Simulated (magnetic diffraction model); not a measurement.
# Solving a magnetic structure from powder neutron data: DyTi4Ga2Ru

Space group P4/mmm (no. 123), a = 4.2470 Å, c = 7.6020 Å.

```
site  atom    x    y       z
  1a    Dy    0    0       0
  1b    Ru    0    0     1/2
  2h    Ga  1/2  1/2  0.8477
  4i    Ti  1/2    0  0.3206
```

The compound is invented for this exercise: a known structure type with other elements, its cell scaled to their sizes and not relaxed.

Only Dy is taken to order (form factors of Dy3+); orders and moment sizes are assumed, and not adapted to the symmetry. Radiation: neutrons of λ = 2.36 Å (absorption by Dy left out), 3° to 90°; isotropic B of 0.23 Å² (Dy), 0.24 Å² (Ru), 0.23 Å² (Ga) and 0.28 Å² (Ti). Simulated constant-wavelength pattern: nuclear and magnetic terms add, the magnetic one as |2.695 fm × Σ f S⊥ exp(2πi Q·r) exp(−B s²)|², summed over all Q at one angle with the factor 1/(sin²θ cos θ). For a modulated order the moment at position r is S exp(−2πi k·r) + c.c., with S = m/2 for a sine wave of amplitude m and S = m(u + iv)/2 for moments turning in a plane, u and v being orthogonal unit vectors in it; the phase factor of the sum at Q = H + k is then exp(2πi H·r). Free-ion form factors, Sears's scattering lengths of 1992, no absorption; a label names one of the reflections at its angle. The strongest nuclear line in the range is 100, and lines under 0.2 are left out.

Above the ordering temperature:

```csv
2θ (°),index,I
17.86,(0 0 1),64.5
32.26,(1 0 0),6.2
36.17,(0 0 2),21.9
37.12,(1 0 1),0.2
46.27,(1 1 0),100.0
49.24,(1 0 2),54.7
49.98,(1 1 1),9.8
55.51,(0 0 3),4.1
60.10,(1 1 2),5.1
65.67,(1 0 3),23.8
67.52,(2 0 0),12.3
70.47,(2 0 1),22.0
75.08,(1 1 3),2.9
76.76,(0 0 4),2.0
76.82,(2 1 0),3.0
79.07,(2 0 2),25.0
85.72,(1 0 4),37.1
87.98,(2 1 2),48.5
```

Below it (cell unchanged):

```
2θ (°)      I
 17.86   64.5
 32.26    6.2
 33.27    9.0
 33.82    8.4
 36.17   21.9
 37.12    0.2
 41.84    3.5
 43.19    3.1
 46.27  100.0
 47.03    4.4
 47.44    4.2
 49.24   54.7
 49.98    9.8
 53.80    2.5
 54.92    2.3
 55.51    4.1
 56.11    1.1
 57.92    0.9
 60.10    5.1
 65.67   23.8
 66.22    1.1
 67.52   12.3
 67.87    1.0
 68.11    2.0
 68.43    1.9
 70.47   22.0
 73.63    1.4
 74.11    0.3
 74.58    1.4
 75.08    2.9
 76.31    0.3
 76.76    2.0
 76.82    3.0
 77.38    3.0
 77.69    2.9
 79.07   25.0
```
(The table stops after 36 lines; 8 more lie at higher angle.)

**Question.** Find the propagation vector, then choose among these models:
A. moments turning in the plane of [100] and [010], 6.7 μB on Dy
B. a sine wave with moments along [100] (amplitudes given), 6.7 μB on Dy
C. a sine wave with moments along [001] (amplitudes given), 6.7 μB on Dy
D. a sine wave with moments along [010] (amplitudes given), 6.7 μB on Dy

The new lines index as (1 0 0.445) at 33.27°, (1 0 0.555) at 33.82°, (1 0 1.445) at 41.84° and (1 0 1.555) at 43.19°, that is as H ± k with k = (0 0 0.445). Satellites come in pairs about each point of the reciprocal lattice.

Magnetic intensity, observed (below minus above) and for each model:

| 2θ (°) | index | observed | A | B | C | D |
| --- | --- | --- | --- | --- | --- | --- |
| 7.92 | (0 0 0.445) | <0.2 | 89.5 | 44.7 | <0.2 | 44.7 |
| 9.88 | (0 0 0.555) | <0.2 | 57.3 | 28.7 | <0.2 | 28.7 |
| 25.92 | (0 0 1.445) | <0.2 | 8.0 | 4.0 | <0.2 | 4.0 |
| 27.93 | (0 0 1.555) | <0.2 | 6.9 | 3.4 | <0.2 | 3.4 |
| 33.27 | (1 0 0.445) | 9.0 | 10.1 | 5.0 | 9.0 | 5.0 |
| 33.82 | (1 0 0.555) | 8.4 | 10.0 | 5.0 | 8.4 | 5.0 |
| 41.84 | (1 0 1.445) | 3.5 | 8.1 | 4.1 | 3.5 | 4.1 |
| 43.19 | (1 0 1.555) | 3.1 | 7.8 | 3.9 | 3.1 | 3.9 |

Model C matches.

The absence at (0 0 0.445) is telling: Q lies along the moments there, so the part normal to Q vanishes.

The structure used: k = (0 0 0.445), a sine wave with moments along [001] (amplitudes given), 6.7 μB on Dy.

[Logs are printed without paths, hosts, clocks, repeated set-up lines and the standing remarks that a program may print on its own settings, such as how far it seeks lower states.]
